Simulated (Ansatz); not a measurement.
# twin(11-22) boundary in hcp Ru, starting shift (0.33, 0): structure and resistance, part 2 of 2

Wanted: what the twin(11-22) boundary in hcp Ru, starting shift (0.33, 0) costs an interconnect.

Ansatz 0.2.0; Ansatz plane-wave DFT, PBE, PAW files; relaxation of a bicrystal slab with its lowest layers held; PAW set soft_1 (the session's first sound run).

So far. Step 2 (Relaxing the bicrystal): The largest force component on a free atom ends at 0.023 eV/Å, under the tolerance of 0.03, after 14 steps.

### Step 3. Transmission across the boundary

Bulk layers of each grain are laid under and over the relaxed boundary, and a lead is named in the middle of each, away from the free faces. The mesh across the current, 14×12, is finer than the density's, because channels open and close sharply across the zone. Energies from -0.1 to 0.1 eV in steps of 0.05 eV are too few for the program's thermal sum, so it prints no conductance; for a metal the transmission near the Fermi level serves, at a fraction of the cost.

This step: Ansatz plane-wave DFT, PBE, PAW files; ballistic transport by layer matching (Landauer), zero bias; boundary relaxed in a short slab, bulk layers laid on; PAW set soft_1 (Ansatz 0.2.0).

System of this step: twin(11-22) boundary in hcp Ru, starting shift (0.33, 0). The cell holds 74 atoms: 74 Ru. Cell: a = 4.687 Å, b = 5.065 Å, c = 49.372 Å, α = 90.0°, β = 90.0°, γ = 90.0°. It derives from Ru. Regions: lower grain, 30 atoms (30 Ru); boundary, 20 atoms (20 Ru); upper grain, 24 atoms (24 Ru). Vacuum lies along c.

input.yaml

```yaml
crystal:
  lattice:
    - [4.6865830751, 0.0, 0.0]
    - [0.0, 5.0651773167, 0.0]
    - [0.0, 0.0, 49.3718518075]
  atoms:
    - { symbol: Ru, position: [-9.5833333336, 3.1036590177, 0.081017824] }
    - { symbol: Ru, position: [-9.416666667, 3.6036590177, 0.081017824] }
    - { symbol: Ru, position: [-9.0833333335, 2.9609760668, 0.1041826022] }
    - { symbol: Ru, position: [-8.9166666669, 3.4609760668, 0.1041826022] }
    - { symbol: Ru, position: [-8.5833333335, 2.8182931159, 0.1273473805] }
    - { symbol: Ru, position: [-8.4166666669, 3.3182931159, 0.1273473805] }
    - { symbol: Ru, position: [-8.0833333335, 2.675610165, 0.1505121587] }
    - { symbol: Ru, position: [-7.9166666669, 3.175610165, 0.1505121587] }
    - { symbol: Ru, position: [-7.5833333335, 2.5329272141, 0.173676937] }
    - { symbol: Ru, position: [-7.4166666669, 3.0329272141, 0.173676937] }
    - { symbol: Ru, position: [-7.0833333335, 2.3902442632, 0.1968417153] }
    - { symbol: Ru, position: [-6.9166666669, 2.8902442632, 0.1968417153] }
    - { symbol: Ru, position: [-6.5833333335, 2.2475613124, 0.2200064935] }
    - { symbol: Ru, position: [-6.4166666669, 2.7475613124, 0.2200064935] }
    - { symbol: Ru, position: [-6.0833333335, 2.1048783615, 0.2431712718] }
    - { symbol: Ru, position: [-5.9166666669, 2.6048783615, 0.2431712718] }
    - { symbol: Ru, position: [-5.5833333335, 1.9621954106, 0.26633605] }
    - { symbol: Ru, position: [-5.4166666669, 2.4621954106, 0.26633605] }
    - { symbol: Ru, position: [-5.0833333335, 1.8195124597, 0.2895008283] }
    - { symbol: Ru, position: [-4.9166666669, 2.3195124597, 0.2895008283] }
    - { symbol: Ru, position: [-4.5833333335, 1.6768295088, 0.3126656065] }
    - { symbol: Ru, position: [-4.4166666669, 2.1768295088, 0.3126656065] }
    - { symbol: Ru, position: [-4.0833333334, 1.5341465579, 0.3358303848] }
    - { symbol: Ru, position: [-3.9166666668, 2.0341465579, 0.3358303848] }
    - { symbol: Ru, position: [-3.5833333334, 1.3914636071, 0.358995163] }
    - { symbol: Ru, position: [-3.4166666668, 1.8914636071, 0.358995163] }
    - { symbol: Ru, position: [-3.0833333334, 1.2487806562, 0.3821599413] }
    - { symbol: Ru, position: [-2.9166666668, 1.7487806562, 0.3821599413] }
    - { symbol: Ru, position: [-2.5833333334, 1.1060977053, 0.4053247195] }
    - { symbol: Ru, position: [-2.4166666668, 1.6060977053, 0.4053247195] }
    - { symbol: Ru, position: [0.9166666666, 0.9634147544, 0.4284894978] }
    - { symbol: Ru, position: [0.0833333332, 0.4634147544, 0.4284894978] }
    - { symbol: Ru, position: [0.4177864999, 0.8210309534, 0.4516093712] }
    - { symbol: Ru, position: [0.58230769, 0.3210651222, 0.4516084618] }
    - { symbol: Ru, position: [0.9162070106, 0.6760226344, 0.4749076535] }
    - { symbol: Ru, position: [0.0839051325, 0.1760386642, 0.4749017282] }
    - { symbol: Ru, position: [0.4143587036, 0.5336594909, 0.4989675711] }
    - { symbol: Ru, position: [0.5859741359, 0.0337603383, 0.4989599066] }
    - { symbol: Ru, position: [0.9145261236, 0.3923170939, 0.5210014282] }
    - { symbol: Ru, position: [0.0860468305, 0.8924127461, 0.5209905895] }
    - { symbol: Ru, position: [0.413501642, 0.2487918478, 0.5465394826] }
    - { symbol: Ru, position: [0.5873635824, 0.7488065077, 0.5465358628] }
    - { symbol: Ru, position: [0.9145080739, 0.3939864329, 0.5720917811] }
    - { symbol: Ru, position: [1.086441467, -0.1060035489, 0.572088867] }
    - { symbol: Ru, position: [0.4136424638, 0.5346877874, 0.5941143245] }
    - { symbol: Ru, position: [0.587250807, 0.0346172335, 0.5941126936] }
    - { symbol: Ru, position: [0.9164201475, 0.6784422052, 0.6182845223] }
    - { symbol: Ru, position: [1.0846946614, 0.1784315974, 0.6182838042] }
    - { symbol: Ru, position: [0.4172204572, 0.8181277516, 0.641005038] }
    - { symbol: Ru, position: [0.583968527, 0.3181370933, 0.641004636] }
    - { symbol: Ru, position: [-2.0827388412, 0.9608153733, 0.6641696152] }
    - { symbol: Ru, position: [-1.9160721746, 1.4608153733, 0.6641696152] }
    - { symbol: Ru, position: [-2.5827388413, 1.1034983242, 0.6873343935] }
    - { symbol: Ru, position: [-2.4160721747, 1.6034983242, 0.6873343935] }
    - { symbol: Ru, position: [-3.0827388413, 1.2461812751, 0.7104991717] }
    - { symbol: Ru, position: [-2.9160721747, 1.7461812751, 0.7104991717] }
    - { symbol: Ru, position: [-3.5827388413, 1.388864226, 0.73366395] }
    - { symbol: Ru, position: [-3.4160721747, 1.888864226, 0.73366395] }
    - { symbol: Ru, position: [-4.0827388413, 1.5315471769, 0.7568287282] }
    - { symbol: Ru, position: [-3.9160721747, 2.0315471769, 0.7568287282] }
    - { symbol: Ru, position: [-4.5827388413, 1.6742301278, 0.7799935065] }
    - { symbol: Ru, position: [-4.4160721747, 2.1742301278, 0.7799935065] }
    - { symbol: Ru, position: [-5.0827388413, 1.8169130786, 0.8031582847] }
    - { symbol: Ru, position: [-4.9160721747, 2.3169130786, 0.8031582847] }
    - { symbol: Ru, position: [-5.5827388413, 1.9595960295, 0.826323063] }
    - { symbol: Ru, position: [-5.4160721747, 2.4595960295, 0.826323063] }
    - { symbol: Ru, position: [-6.0827388413, 2.1022789804, 0.8494878413] }
    - { symbol: Ru, position: [-5.9160721747, 2.6022789804, 0.8494878413] }
    - { symbol: Ru, position: [-6.5827388413, 2.2449619313, 0.8726526195] }
    - { symbol: Ru, position: [-6.4160721747, 2.7449619313, 0.8726526195] }
    - { symbol: Ru, position: [-7.0827388414, 2.3876448822, 0.8958173978] }
    - { symbol: Ru, position: [-6.9160721748, 2.8876448822, 0.8958173978] }
    - { symbol: Ru, position: [-7.5827388414, 2.5303278331, 0.918982176] }
    - { symbol: Ru, position: [-7.4160721748, 3.0303278331, 0.918982176] }
kpoints:
  mp_grid: { grid: [6, 5, 1] }
hamiltonian:
  xc: pbe
  pseudopotentials: { kind: paw, azcp: { folder: soft_1 } }
scf:
  occupations: { method: fermi_dirac, width: 0.1 }
output:
  transmission:
    leads: [[16, 18], [58, 60]]
    kmesh: [14, 12]
    e_range: [-0.1, 0.1]
    de: 0.05
  write_potential: true
  write_density: true
  volumetric_format: npy
  elf: true
```

The run is started by

```
> ansatz run input.yaml --threads 4 --pin off --max-ram 15360MiB --backend cpu --events-out ev --progress --plain --runs-dir out
```

Numbers of over 12 decimals in the logs are rounded to 6 here.

The program printed:

```text
[...]
Crystal: 74 atoms, lattice volume = 1172.007 Å³
Basis set: ecut = 420 eV, 22979 PW (Γ)
Bands: 711, of which v1, the nominal top of the filled ones, is band 592 counted from 1 (591 counted from 0)
Symmetry: 1 space group operations
[...]
k-points: 16 of 30 (time reversal used)
[...]
SCF iter   1: F=—  HF=-435063.765233 eV  |F-HF|=—  |Δ(HF+E_count)|=         —  Δρ=1.12e-1  dr2=4.94e2  ethr=3.10e-3  ⟨swp⟩=6.9  Hψ=41868  notcnv=0  defer=5
[...]
SCF iter  12: F=-435016.402394 eV  HF=-435016.402394 eV  |F-HF|=7.39e-9  |Δ(HF+E_count)|=   3.75e-8  Δρ=8.78e-7  dr2=1.94e-8  ethr=8.45e-12  ⟨swp⟩=11.0  Hψ=31235  notcnv=0
SCF 1 converged in 12 iterations: F = -435016.402394 eV  dr2 = 1.94e-8
[...]
transmission: 570 of 5676 steps passed
transmission: 1136 of 5676 steps passed
[...]
transmission: 5676 of 5676 steps passed
WARN: The output density's exchange-correlation potential varies sharply where the density is thin. Do not read a vacuum level from v_tot or v_xc, or from such a field of the output density. On a cell that repeats whose density bears no net charge and no dipole along the vacuum's axis use v_es (v_loc + v_h of the components); under efield.dipole_correction with no amplitude use v_es + v_field, which holds any externa [...]
SCF converged after 12 iterations
Free energy (F): -435016.402394 eV
[...]
Internal energy: -435014.138218 eV  (E = F + TS)
E sigma→0 (E₀):  -435015.270306 eV
Entropy (-TS):   -2.264176 eV (-30.597 meV/atom)
Fermi energy:    19.367352 eV
[...]
--- Band table (eV; the first three rows and the last of 16) ---
  k-point 0: bands = [... 588 lower, 18.8711, 18.8949, 18.9394, 19.0517, 19.0748, 19.1057, 19.1456, 19.1539, ... 115 higher]
  k-point 1: bands = [... 588 lower, 19.0873, 19.0876, 19.1466, 19.2124, 19.2927, 19.3067, 19.3380, 19.3465, ... 115 higher]
  k-point 2: bands = [... 588 lower, 19.3960, 19.4054, 19.4423, 19.4724, 19.4951, 19.5008, 19.5166, 19.5303, ... 115 higher]
  k-point 15: bands = [... 588 lower, 19.5972, 19.6498, 19.6527, 19.6841, 19.7283, 19.7305, 19.7589, 19.7694, ... 115 higher]
--- Transmission ---
  basis      : 207 plane waves across, 66 finite elements along
  points     : 86, standing for a mesh of 14 x 12
  energies   : 5 from -0.100000 to 0.100000 eV about the Fermi level, 0.050000 eV apart; the leads are filled to 0.000000 eV, and channels, transmission and decay are at 0.000000 eV
  crystal 0  : Ru4, at the sites [16, 18], period 2.2874 Å, over 19.44 Å; its Hamiltonian steps by up to 10.7 meV
    offset         : up to 0.0000 Å between an atom of the period and one for which it stands
    channels       : 5.154762e0 a spin
    conductance    : none, the energies end too early or step too widely for 300 K: set another output.transmission.e_range or a lower de, or, where they end at an eighth of basis.ecutwfc, a higher one
[...]
channels       : 5.130952e0 a spin
[...]
junction   : crystal 0 to crystal 1, 13.72 to 36.79 Å
    transmission   : 3.093191e0 a spin
[...]
```

It took 51 min on 4 threads of Arm Neoverse V1, shared host; peak memory 13 GiB.

Reading the cycles: dr2 is the Hartree energy of the density residual (eV), the measure of convergence; HF is the Harris–Foulkes estimate of the energy, which meets the free energy F at convergence.

This step gave:

| Quantity | Value |
| --- | --- |
| free energy | -435016.4024 eV |
| energy at zero smearing | -435015.2703 eV |
| Fermi energy | 19.37 eV |
| cell area | 23.74 Å² |
| transmission per spin nearest the Fermi level | 3.093 |
| open channels per spin nearest the Fermi level | 5.155 |
| open channels per spin, upper lead | 5.131 |
| step of the lead's potential | 10.7 meV |
| step of the upper lead's potential | 15.8 meV |

Per spin. Table of transmission, zone mean by energy, zero at the Fermi level:

| energy (eV) | transmission, zone mean |
| --- | --- |
| -0.1000 | 3.13 |
| -0.0500 | 3.15 |
| 0.0000 | 3.09 |
| 0.0500 | 3.11 |
| 0.1000 | 3.04 |

Per spin. Table of open channels, zone mean by energy, zero at the Fermi level:

| energy (eV) | lead | upper lead |
| --- | --- | --- |
| -0.1000 | 5.18 | 5.15 |
| -0.0500 | 5.30 | 5.30 |
| 0.0000 | 5.15 | 5.13 |
| 0.0500 | 5.13 | 5.12 |
| 0.1000 | 5.05 | 4.99 |

Transmission over k1 and k2. At 0.0000 eV from the Fermi level.

Values, 12 rows by 14 columns:
```
1.21 1.65 2.77 3.03 3.70 2.51 3.25 3.58 3.25 2.51 3.70 3.03 2.77 1.65
3.07 3.30 3.51 2.96 3.67 3.53 3.51 3.52 3.51 3.53 3.67 2.96 3.51 3.30
4.64 4.24 3.58 3.21 3.58 3.42 3.23 3.04 3.23 3.42 3.58 3.21 3.58 4.24
4.61 4.51 3.08 3.02 2.22 1.09 3.31 3.86 3.31 1.09 2.22 3.03 3.08 4.51
5.46 3.97 2.96 2.06 1.74 1.80 3.39 3.38 3.39 1.80 1.74 2.06 2.96 3.97
4.97 4.62 4.09 1.39 0.75 1.67 1.90 3.16 1.90 1.67 0.75 1.39 4.09 4.62
5.46 3.97 2.96 2.06 1.74 1.80 3.39 3.38 3.39 1.80 1.74 2.06 2.96 3.97
4.61 4.51 3.08 3.03 2.22 1.09 3.31 3.86 3.31 1.09 2.22 3.02 3.08 4.51
4.64 4.24 3.58 3.21 3.58 3.42 3.23 3.04 3.23 3.42 3.58 3.21 3.58 4.24
3.07 3.30 3.51 2.96 3.67 3.53 3.51 3.52 3.51 3.53 3.67 2.96 3.51 3.30
1.21 1.65 2.77 3.03 3.70 2.51 3.25 3.58 3.25 2.51 3.70 3.03 2.77 1.65
1.88 1.87 2.05 2.90 2.85 4.27 4.32 4.23 4.32 4.27 2.85 2.90 2.05 1.87
```
Columns: k1 (b1) from -0.5 to 0.429; rows upwards: k2 (b2) from -0.5 to 0.417.

Open channels over k1 and k2. At 0.0000 eV from the Fermi level.

Ten even steps from '_' (2.0) to '@' (10.0):
```
__..::--++--++++++--++--::..
++--------------------------
##**++------------------++**
####++--::..------..::--++##
@@##++::....::::::....::++##
##****......::::::......****
@@##++::....::::::....::++##
####++--::..------..::--++##
##**++------------------++**
++--------------------------
__..::--++--++++++--++--::..
____::++++##########++++::__
```
Columns: k1 (b1) from -0.5 to 0.429; rows upwards: k2 (b2) from -0.5 to 0.417.

Electrostatic potential energy in the cb plane at fractional x = 0.414, with atoms of Ru within 0.2 Å of it. With pseudopotentials it is smooth inside the atoms' cores, unlike the true potential.

Values in eV, 7 rows by 16 columns, each cell a mean:
```
  7  13   7   2  18  14   8 -59  -7  16  17  15  12  22  24  24
 16  17  15  12  -1 -44  11   3  15   2   8  17  15  22  24  24
  0   9  17  15  -8 -59   9  15  18  12  14 -14 -33  19  24  24
 12  15 -18 -32  14   4  16  -4  14  15  17 -25 -48  17  23  24
 15  16 -29 -45  16  15  19  10  15 -33 -17  12   7  22  24  24
-35 -15  11   7  14  -3  17  14  16 -46 -28  17  16  22  24  24
-50 -25  17  16  17  10  11 -44   0   7  11   9   1  21  24  24
```
Columns run along c (16.0 Å, from fractional 0.68 to 1.00 of the cell; values clipped at the 3rd and 97th percentile), rows up along b (5.1 Å). Atoms in or near the plane, at fractional coordinates: Ru at (0.69, 0.10), Ru at (0.73, 0.39), Ru at (0.78, 0.67), Ru at (0.83, 0.96), Ru at (0.87, 0.24), Ru at (0.92, 0.53).

ELF in the cb plane at fractional x = 0.414, with atoms of Ru within 0.2 Å of it. It is the smooth field of the valence electrons, not physical close to the nuclei.

Values, 7 rows by 16 columns, each cell a mean:
```
0.31 0.30 0.30 0.33 0.29 0.28 0.31 0.56 0.38 0.26 0.28 0.29 0.27 0.19 0.07 0.01
0.26 0.28 0.28 0.26 0.35 0.53 0.30 0.33 0.29 0.33 0.30 0.27 0.31 0.26 0.09 0.01
0.34 0.30 0.29 0.28 0.39 0.56 0.31 0.26 0.29 0.28 0.26 0.42 0.51 0.17 0.05 0.00
0.28 0.26 0.42 0.48 0.28 0.32 0.28 0.36 0.29 0.29 0.27 0.47 0.55 0.17 0.04 0.00
0.29 0.28 0.46 0.52 0.26 0.27 0.28 0.28 0.26 0.48 0.42 0.29 0.35 0.21 0.07 0.00
0.49 0.41 0.30 0.31 0.28 0.36 0.28 0.28 0.28 0.52 0.45 0.28 0.29 0.21 0.07 0.01
0.54 0.45 0.26 0.28 0.28 0.27 0.29 0.53 0.36 0.32 0.29 0.33 0.34 0.12 0.05 0.00
```
Columns run along c (16.0 Å, from fractional 0.68 to 1.00 of the cell), rows up along b (5.1 Å). Atoms in or near the plane, at fractional coordinates: Ru at (0.69, 0.10), Ru at (0.73, 0.39), Ru at (0.78, 0.67), Ru at (0.83, 0.96), Ru at (0.87, 0.24), Ru at (0.92, 0.53).

Valence density in the cb plane at fractional x = 0.414, with atoms of Ru within 0.2 Å of it. It is the smooth field of the valence electrons, not physical close to the nuclei.

Values in units of 1e0 e/Å³, 7 rows by 16 columns, each cell a mean:
```
0.8 0.6 0.8 1.0 0.4 0.5 0.8 7.4 1.9 0.4 0.4 0.5 0.5 0.1 0.0 0.0
0.4 0.4 0.5 0.6 1.4 5.3 0.7 1.0 0.5 1.0 0.7 0.4 0.4 0.1 0.0 0.0
1.1 0.7 0.4 0.5 2.0 7.4 0.8 0.4 0.3 0.6 0.5 2.6 4.3 0.2 0.0 0.0
0.6 0.4 2.8 4.1 0.5 1.0 0.4 1.2 0.5 0.5 0.4 3.7 6.2 0.2 0.0 0.0
0.5 0.4 3.9 5.7 0.4 0.5 0.3 0.6 0.4 4.1 2.7 0.6 0.9 0.1 0.0 0.0
4.4 2.5 0.7 0.9 0.5 1.2 0.4 0.5 0.4 5.8 3.9 0.4 0.4 0.1 0.0 0.0
6.2 3.5 0.4 0.4 0.4 0.6 0.7 5.2 1.4 0.9 0.7 0.7 1.0 0.1 0.0 0.0
```
Columns run along c (16.0 Å, from fractional 0.68 to 1.00 of the cell), rows up along b (5.1 Å). Atoms in or near the plane, at fractional coordinates: Ru at (0.69, 0.10), Ru at (0.73, 0.39), Ru at (0.78, 0.67), Ru at (0.83, 0.96), Ru at (0.87, 0.24), Ru at (0.92, 0.53).

Over the solved energies the transmission per spin lies between 3.04 and 3.15, out of 5.16 channels of the lead on average (up to 5.30).

### Step 4. Specific resistance

This step: Ansatz plane-wave DFT, PBE, PAW files; ballistic transport by layer matching (Landauer), zero bias; specific resistance of the boundary; PAW set soft_1 (Ansatz 0.2.0).

Numbers from this step:

```yaml
area_resistance: 0.3918 fΩ m²
t_over_the_leads_mean_channel_count: 0.6029
```

Averaged over the energies near the Fermi level, 60.3 % of the channels pass, which makes 0.392 fΩ m².

By hand, with T and the leads' channels N averaged over the energies near the Fermi level: RA = A (h/2e²)(1/T − ½[1/N₁ + 1/N₂]) = 23.74×10⁻²⁰ m² × 12 906 Ω × (1/3.105 − ½[1/5.162 + 1/5.138]) = 0.392 fΩ m².

### Step 5. Summary of results

```yaml
specific_resistance_of_the_boundary: 0.392 fΩ m²
share_of_channels_that_pass: 0.603
```

**Reading.** The boundary has a specific resistance of 0.39 fΩ m². The boundary reflects 40 % of the channels; 0.39 fΩ m² is 3.9×10⁻¹² Ω·cm². In the relaxation the upper grain slid sideways by about 1.1 Å, so the result belongs to the position that it found, not to the starting one. One starting structure was relaxed; another shift or atom count at the boundary may lie lower.

[Logs are printed without paths, hosts, clocks, repeated set-up lines and the standing remarks that a program may print on its own settings, such as how far it seeks lower states.]

[Hosts, paths, dates, database ids (printed as entryN), source tags and the programs' standing remarks are cut or masked in the printed files.]
